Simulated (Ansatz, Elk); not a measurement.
## How far do independent atoms describe KLaMg?

Structure refinements treat a crystal as free atoms side by side. For a made-up structure of KLaMg (cell and positions from a r2SCAN relaxation) the runs below show what the calculated density changes in F(hkl).

Program: Elk 11.2.3 (patched build). Level of theory: DFT, PBE, all-electron APW+lo, Dirac cores, scalar-relativistic bands, static density, no spin. Results are calculated unless marked as measured.

The structure was built from a prototype and need not be the compound's stable phase.

## (1) Starting point

It takes space group P6_3/mmc (No. 194, hexagonal). The conventional cell has a = 6.046 Å, b = 6.046 Å, c = 7.373 Å, α = 90.00°, β = 90.00°, γ = 120.00°. Nearest to La lie 2 La at 3.69 Å and 6 Mg at 3.95 Å and 6 K at 3.95 Å. K has 5 Mg at 3.49 to 3.69 Å and 6 La at 3.95 Å nearest. Nearest to Mg lie 5 K at 3.49 to 3.69 Å and 6 La at 3.95 Å. Farther neighbours are not listed.

## (2) Ground state and structure factors

An all-electron density is needed, since X-rays see the cores too. Task 0 finds the density and task 195 Fourier-transforms it; tshift is off so that phases refer to the origin typed.

File elk.in:

```
tasks
  0
  195

xctype
  20

spinpol
  .false.

rgkmax
  7.0

gmaxvr
  14.0

lmaxo
  7

lmaxapw
  8

swidth
  0.002

tshift
  .false.

ramdisk
  .false.

hmaxvr
  5.5

maxscl
  120

epspot
  1e-06

sppath
  './'

avec
  11.42467863415 0.00000000000 0.00000000000
  -5.71233931708 9.89406192725 0.00000000000
  0.00000000000 0.00000000000 13.93236035796

atoms
  3
  'La.in'
  2
  -0.0000000000 -0.0000000000 0.0000000000   0.000000 0.000000 0.000000
  -0.0000000000 0.0000000000 0.5000000000   0.000000 0.000000 0.000000
  'K.in'
  2
  0.3333333333 0.6666666667 0.7500000000   0.000000 0.000000 0.000000
  0.6666666667 0.3333333333 0.2500000000   0.000000 0.000000 0.000000
  'Mg.in'
  2
  0.3333333333 0.6666666667 0.2500000000   0.000000 0.000000 0.000000
  0.6666666667 0.3333333333 0.7500000000   0.000000 0.000000 0.000000

ngridk
  5 5 3
```

Launch:

```console
> OMP_NUM_THREADS=4 elk
```

Numbers of over 12 decimals in the logs are rounded to 6 here.

Output:

```text
┌─────────────────────────┐
│ Elk code version 11.2.3 │
└─────────────────────────┘

All units are atomic (Hartree, Bohr, etc.)

┌─────────────────────────────────────────────────┐
│ Ground-state run starting from atomic densities │
└─────────────────────────────────────────────────┘

Lattice vectors :
   11.42467863       0.000000000       0.000000000
  -5.712339317       9.894061927       0.000000000
   0.000000000       0.000000000       13.93236036

Reciprocal lattice vectors :
  0.5499660435      0.3175230433      -0.000000000
   0.000000000      0.6350460866       0.000000000
   0.000000000      -0.000000000      0.4509778060

Unit cell volume      :    1574.864944
Brillouin zone volume :   0.1575057051

Muffin-tin inner radius fraction :   0.1000000000E-01

Nuclei treated as point charges

Species : 1 (La)
 parameters loaded from : La.in
 name : lanthanum
 nuclear charge    :   -57.00000000
 electronic charge :    57.00000000
 atomic mass :    253209.2366
 muffin-tin radius :    2.800000000
 number of radial points in muffin-tin :   1393
 inner part over the whole radius :   0.9924947902E-02
 number on inner part of muffin-tin    :    996
 approximate nuclear radius :   0.9226798129E-04
 number of mesh points to nuclear radius :    505
 atomic positions (lattice), magnetic fields (Cartesian) :
  1 :   0.00000000  0.00000000  0.00000000    0.00000000  0.00000000  0.00000000
  2 :   0.00000000  0.00000000  0.50000000    0.00000000  0.00000000  0.00000000

Species : 2 (K)
 parameters loaded from : K.in
 name : potassium
 nuclear charge    :   -19.00000000
 electronic charge :    19.00000000
 atomic mass :    71271.84090
 muffin-tin radius :    2.400000000
 number of radial points in muffin-tin :    993
 inner part over the whole radius :   0.9891652203E-02
 number on inner part of muffin-tin    :    697
 approximate nuclear radius :   0.6514746337E-04
 number of mesh points to nuclear radius :    319
 atomic positions (lattice), magnetic fields (Cartesian) :
  1 :   0.33333333 -0.33333333 -0.25000000    0.00000000  0.00000000  0.00000000
  2 :  -0.33333333  0.33333333  0.25000000    0.00000000  0.00000000  0.00000000

Species : 3 (Mg)
 parameters loaded from : Mg.in
 name : magnesium
 nuclear charge    :   -12.00000000
 electronic charge :    12.00000000
 atomic mass :    44305.30466
 muffin-tin radius :    2.200000000
 number of radial points in muffin-tin :    793
 inner part over the whole radius :   0.9941530515E-02
 number on inner part of muffin-tin    :    552
 approximate nuclear radius :   0.5710277704E-04
 number of mesh points to nuclear radius :    241
 atomic positions (lattice), magnetic fields (Cartesian) :
  1 :   0.33333333 -0.33333333  0.25000000    0.00000000  0.00000000  0.00000000
  2 :  -0.33333333  0.33333333 -0.25000000    0.00000000  0.00000000  0.00000000

Total number of atoms per unit cell :    6
Total muffin-tin volume :    388.9207929
 ratio of muffin-tin to unit cell volume :   0.2469550132

Spin treatment :
 spin-unpolarised

Number of Bravais lattice symmetries :   24
Number of crystal symmetries         :   24
Crystal has inversion symmetry
Real symmetric eigensolver will be used

k-point grid :      5     5     3
k-point offset :    0.000000000       0.000000000       0.000000000
k-point set is reduced with full crystal symmetry group
Total number of k-points :       10

Muffin-tin radius times maximum |G+k| :    7.000000000
 using average radius
Maximum |G+k| for APW functions       :    2.837837838
Maximum (1/2)|G+k|²                   :    4.026661797
Maximum |G| for potential and density :    14.00000000
Constant for pseudocharge density :   10
 order of it for each species :   17  17  17
 order of it for pair densities of each species (exact exchange by exxq0 0: 18) :   13   9   7
Radial integration step length :    1

G-vector grid sizes :     54    54    63
Number of G-vectors :    72903

Maximum angular momentum used for
 APW functions            :    8
 outer part of muffin-tin :    7
[...]
exchange                    :     -499.25209801348
 correlation                 :     -8.653867
 electron entropic           :    -0.14754410815803E-02
 total energy                :     -18602.001573471

Density of states at Fermi energy :    101.9895732
 (states/Hartree/unit cell)

Estimated indirect band gap :   0.5024130792E-02
 from k-point 2 to k-point 1
Estimated direct band gap   :   0.8202230506E-02
 at k-point 9

Charges :
 core                        :    116.0000000
 valence                     :    60.00000000
 interstitial                :    10.82612812
 muffin-tins (core leakage)
  species : 1 (La)
[...]
species : 2 (K)
[...]
species : 3 (Mg)
[...]
total in muffin-tins        :    165.1738719
 total calculated charge     :    175.9995738
 total charge                :    176.0000000
 error                       :   0.4261805489E-03

RMS change in Kohn-Sham potential (target) :   0.4356784890     (  0.1000000000E-05)
Absolute change in total energy (target)   :   0.9050263562     (  0.1000000000E-03)

[... loops 3 to 15 left out ...]

┌──────────────────┐
│ Loop number : 16 │
└──────────────────┘

Energies :
 Fermi                       :     0.144751
 sum of occupied eigenvalues :     -11414.763556624
 electron kinetic            :      19800.936203364
 core electron kinetic       :      19491.842678478
 Coulomb                     :     -37893.191400325
 Coulomb potential           :     -30553.731817687
 nuclear-nuclear             :     -1415.5012886353
 electron-nuclear            :     -42420.933375171
 Hartree                     :      5943.2432634810
 Madelung                    :     -22616.325491482
 xc potential                :     -661.96794230115
 exchange                    :     -499.24795815257
 correlation                 :     -8.652324
 electron entropic           :    -0.22940970898895E-02
 total energy                :     -18600.157773249

Density of states at Fermi energy :    172.4873745
 (states/Hartree/unit cell)

Estimated indirect band gap :   0.3526871896E-02
 from k-point 6 to k-point 9
Estimated direct band gap   :   0.4103875952E-02
 at k-point 6

Charges :
 core                        :    116.0000000
 valence                     :    60.00000000
 interstitial                :    10.89892084
 muffin-tins (core leakage)
  species : 1 (La)
[...]
species : 2 (K)
[...]
species : 3 (Mg)
[...]
total in muffin-tins        :    165.1010792
 total calculated charge     :    175.9995877
 total charge                :    176.0000000
 error                       :   0.4123179692E-03

RMS change in Kohn-Sham potential (target) :   0.6160786628E-07 (  0.1000000000E-05)
Absolute change in total energy (target)   :   0.2405630948E-04 (  0.1000000000E-03)

Convergence targets achieved

┌──────────────────┐
│ Loop number : 17 │
└──────────────────┘

Energies :
 Fermi                       :     0.144751
 sum of occupied eigenvalues :     -11414.763553717
 electron kinetic            :      19800.936204533
 core electron kinetic       :      19491.842679577
 Coulomb                     :     -37893.191400625
 Coulomb potential           :     -30553.731818071
 nuclear-nuclear             :     -1415.5012886353
 electron-nuclear            :     -42420.933375079
 Hartree                     :      5943.2432630892
 Madelung                    :     -22616.325491589
 xc potential                :     -661.96794017879
 exchange                    :     -499.24795815617
 correlation                 :     -8.652324
 electron entropic           :    -0.22940969721100E-02
 total energy                :     -18600.157772382

Density of states at Fermi energy :    172.4873617
 (states/Hartree/unit cell)

Estimated indirect band gap :   0.3526869816E-02
 from k-point 6 to k-point 9
Estimated direct band gap   :   0.4103878939E-02
 at k-point 6

Charges :
 core                        :    116.0000000
 valence                     :    60.00000000
 interstitial                :    10.89892081
 muffin-tins (core leakage)
  species : 1 (La)
[...]
species : 2 (K)
[...]
atom 2                    :    17.61958499     ( -0.1013236979E-06)
  species : 3 (Mg)
   atom 1                    :    10.43770400     ( -0.9828258696E-07)
   atom 2                    :    10.43770400     ( -0.9828258696E-07)
 total in muffin-tins        :    165.1010792
 total calculated charge     :    175.9995877
 total charge                :    176.0000000
 error                       :   0.4123179214E-03

┌──────────────────────────────┐
│ Self-consistent loop stopped │
└──────────────────────────────┘

Warning : core states of species 1 leak from the muffin-tin :   0.2187780319E-03

Wrote STATE.OUT
```

It took 86 s on 4 threads of Intel Xeon Platinum 8223CL at 3.00GHz (Skylake/Cascade Lake), shared host; peak memory 0.43 GiB.

SFACRHO.OUT:

```text

h k l indices transformed by vhmat matrix:
   1.000000000       0.000000000       0.000000000    
   0.000000000       1.000000000       0.000000000    
   0.000000000       0.000000000       1.000000000    

      h      k      l  multipl.   |H|            Re(F)            Im(F)           |F|

      0      0      0      1   0.0000000       176.00000      0.41844118E-15   176.00000    
      0      0      1      2  0.45097781      0.31437288E-14  0.68298880E-14  0.75186701E-14
     -1      0      0      6  0.63504609       77.598180     -0.12293798E-13   77.598180    
     -1      0     -1      6  0.77888671       10.542455     -0.27319552E-14   10.542455    
      0     -1     -1      6  0.77888671      -10.542455     -0.11610810E-13   10.542455    
      0      0     -2      2  0.90195561       47.814059      0.12493770E-13   47.814059    
      2     -1      0      6   1.0999321       142.96968     -0.19334612E-15   142.96968    
      1      0     -2      6   1.1030900       118.65194      0.10927821E-13   118.65194    
      0      1     -2      6   1.1030900       118.65194      0.13659776E-14   118.65194    
      2     -1     -1     12   1.1887942      0.65536779E-08 -0.68298880E-14  0.65536779E-08
      2     -2      0      6   1.2700922       68.972448      -0.0000000       68.972448    
     -2      0      1      6   1.3477816       8.8912787      0.81958656E-14   8.8912787    
      2     -2     -1      6   1.3477816      -8.8912787     -0.40979328E-14   8.8912787    
      0      0     -3      2   1.3529334      0.29183610E-13  0.62834969E-13  0.69281429E-13
     -1     -1      2     12   1.4224537       45.092173     -0.30095255E-13   45.092173    
     -1      1      3      6   1.4945609      -8.0634541     -0.58054048E-13   8.0634541    
      0     -1     -3      6   1.4945609       8.0634541      0.62834969E-13   8.0634541    
     -2      0     -2      6   1.5577734       107.19872      0.20489664E-13   107.19872
```

Elk indexes on the primitive cell of elk.in and gives |H| = 4π sin θ/λ in inverse bohr. Below, one row stands for each form hkl of the conventional cell (m members, Friedel mates merged), F is for one primitive cell and the density is static (no thermal factor). Free-atom factors are Waasmaier and Kirfel's, and R is Σm||F|−|F'||/Σm|F|.

```
hkl   m  sin θ/λ (Å⁻¹)  abs F, DFT  neutral atoms   diff.
001   2          0.068       0.000          0.000  +0.000
100   6          0.096      77.598         77.151  +0.448
101  12          0.117      10.543         10.581  -0.039
002   2          0.136      47.814         48.129  -0.315
110   6          0.165     142.970        143.045  -0.075
102  12          0.166     118.652        118.934  -0.282
111  12          0.179       0.000          0.000  +0.000
200   6          0.191      68.972         68.753  +0.219
201  12          0.203       8.891          8.566  +0.326
003   2          0.203       0.000          0.000  +0.000
112  12          0.214      45.092         44.930  +0.162
103  12          0.225       8.063          7.942  +0.121
202  12          0.234     107.199        107.056  +0.143
210  12          0.253      63.683         63.566  +0.117
211  24          0.262       6.994          6.967  +0.027
113  12          0.262       0.000          0.000  +0.000
004   2          0.271     120.699        120.602  +0.097
203  12          0.279       6.549          6.557  -0.008
300   6          0.286     117.803        117.705  +0.098
212  24          0.287      98.858         98.743  +0.115
104  12          0.288      60.938         60.860  +0.078
301  12          0.294       0.050          0.000  +0.050
```

## (3) The highest occupied states alone

An energy window below the Fermi level keeps the highest occupied states, to see at which angles they scatter; shallow core shells can lie inside it and anion s states outside. No new self-consistency is needed.

Changes to elk.in since step 2:

```diff
@@ -1,3 +1,2 @@
 tasks
-  0
   195
@@ -40,2 +39,5 @@
 
+wsfac
+  -0.222740 0.444750
+
 sppath
```

Launch:

```console
> OMP_NUM_THREADS=4 elk
```

Output:

```text
┌─────────────────────────────────┐
│ Elk code version 11.2.3 started │
└─────────────────────────────────┘

Info(readinput): the functional depends on the density's gradient
 muffin-tin radial points multiplied by    2.00000
 (not where nrmtscf is given)

┌────────────────────┐
│ Current task : 195 │
└────────────────────┘

Info(sfacrho): density structure factors written to SFACRHO.OUT

 Energy window :  -0.2227400000      0.4447500000

┌──────────────────┐
│ Elk code stopped │
└──────────────────┘
```

Elapsed: 47 s, on 4 threads; peak memory 0.23 GiB.

States within 10 eV below the Fermi level hold 12.00 electrons; any levels below the window count with the cores. Their amplitudes can exceed the total, where window and core parts have opposite phase:

```
hkl  sin θ/λ (Å⁻¹)  abs F, window  abs F, all
001          0.068          0.000       0.000
100          0.096          1.116      77.598
101          0.117          0.987      10.543
002          0.136          0.609      47.814
110          0.165          0.478     142.970
102          0.166          0.073     118.652
111          0.179          0.000       0.000
200          0.191          0.258      68.972
201          0.203          0.352       8.891
003          0.203          0.000       0.000
```

## (4) Another functional

The difference from free atoms is small, so it is set against the change that LDA (Perdew-Wang) makes.

Changes to elk.in since step 3:

```diff
@@ -1,2 +1,3 @@
 tasks
+  0
   195
@@ -4,3 +5,3 @@
 xctype
-  20
+  3
 
@@ -39,5 +40,2 @@
 
-wsfac
-  -0.222740 0.444750
-
 sppath
```

Launch:

```console
> OMP_NUM_THREADS=4 elk
```

Output:

```text
┌─────────────────────────┐
│ Elk code version 11.2.3 │
└─────────────────────────┘

All units are atomic (Hartree, Bohr, etc.)

┌─────────────────────────────────────────────────┐
│ Ground-state run starting from atomic densities │
└─────────────────────────────────────────────────┘

Lattice vectors :
   11.42467863       0.000000000       0.000000000
  -5.712339317       9.894061927       0.000000000
   0.000000000       0.000000000       13.93236036

Reciprocal lattice vectors :
  0.5499660435      0.3175230433      -0.000000000
[...]
species : 1 (La)
[...]
species : 2 (K)
[...]
species : 3 (Mg)
   atom 1                    :    10.44928166     ( -0.1573064652E-05)
   atom 2                    :    10.44928166     ( -0.1573064652E-05)
 total in muffin-tins        :    165.1101306
 total calculated charge     :    175.9995995
 total charge                :    176.0000000
 error                       :   0.4005327221E-03

┌──────────────────────────────┐
│ Self-consistent loop stopped │
└──────────────────────────────┘

Warning : core states of species 1 leak from the muffin-tin :   0.2187770968E-03

Wrote STATE.OUT
[key lines of the parts left out:]
total energy                :     -18582.685920547
```

The job ended after 59 s (4 threads; peak memory 0.29 GiB).

Against the first run R = 0.05 %; the largest change is -0.055 at 201.

## (5) A coarser k-mesh

About half the k-points along each axis test the sampling.

Changes to elk.in since step 4:

```diff
@@ -5,3 +5,3 @@
 xctype
-  3
+  20
 
@@ -64,2 +64,2 @@
 ngridk
-  5 5 3
+  2 2 2
```

Launch:

```console
> OMP_NUM_THREADS=4 elk
```

Output:

```text
┌─────────────────────────┐
│ Elk code version 11.2.3 │
└─────────────────────────┘

All units are atomic (Hartree, Bohr, etc.)

┌─────────────────────────────────────────────────┐
│ Ground-state run starting from atomic densities │
└─────────────────────────────────────────────────┘

Lattice vectors :
   11.42467863       0.000000000       0.000000000
  -5.712339317       9.894061927       0.000000000
   0.000000000       0.000000000       13.93236036

Reciprocal lattice vectors :
  0.5499660435      0.3175230433      -0.000000000
[...]
species : 1 (La)
[...]
species : 2 (K)
[...]
species : 3 (Mg)
   atom 1                    :    10.43409033     ( -0.9828258785E-07)
   atom 2                    :    10.43409033     ( -0.9828258785E-07)
 total in muffin-tins        :    165.1528237
 total calculated charge     :    175.9996951
 total charge                :    176.0000000
 error                       :   0.3049476792E-03

┌──────────────────────────────┐
│ Self-consistent loop stopped │
└──────────────────────────────┘

Warning : core states of species 1 leak from the muffin-tin :   0.2187117386E-03

Wrote STATE.OUT
[key lines of the parts left out:]
total energy                :     -18600.151172447
```

Wall time 72 s (4 threads); peak memory 0.43 GiB; 1.7 min of CPU time.

Against the first run R = 0.02 %; the largest change is +0.095 at 002.

## (6) Settings against the effect

```
              run  R against the first run (%)  R against neutral atoms, low angle (%)  wall time
    PBE, rgkmax 7                         0.00                                    0.24       86 s
LDA (Perdew-Wang)                         0.05                                    0.23       59 s
     k-mesh 2×2×2                         0.02                                    0.23       72 s
```

## (7) What came out

```yaml
r_against_neutral_atoms_sin_theta_lambda_0p3_a_minus1: 0.24 %
r_against_neutral_atoms_0p3_to_0p67_a_minus1: 0.12 %
```

**Reading.** Independent neutral atoms miss the calculated amplitudes by R = 0.24 % below 0.3 Å⁻¹ and 0.12 % from there to 0.67 Å⁻¹; by shells, 0.55 % below 0.15 Å⁻¹ (3 forms), 0.22 % 0.15 to 0.3 (15 forms), 0.10 % 0.3 to 0.45 (32 forms), 0.12 % above 0.45 (73 forms). Bonding, aspherical density and the tables' own atoms all enter these figures, and the runs don't part them. The largest change of an amplitude is +0.45 electrons, at 100. The window's part falls from 12.0 electrons at the origin to at most 0.11 between 0.45 and 0.67 Å⁻¹. Below 0.3 Å⁻¹ the changes that finished (LDA (Perdew-Wang) and k-mesh 2×2×2) move F by R = 0.06 % at most, against the 0.24 % that separates it from free atoms. The basis has no finished test. Part of the difference isn't bonding: the tables are fits to free atoms and ions calculated by other methods than this functional. Thermal motion, anomalous dispersion and extinction are left out.

[Logs are printed without paths, hosts, clocks, repeated set-up lines and the standing remarks that a program may print on its own settings, such as how far it seeks lower states.]

[Hosts, paths, dates, database ids (printed as entryN), source tags and the programs' standing remarks are cut or masked in the printed files.]
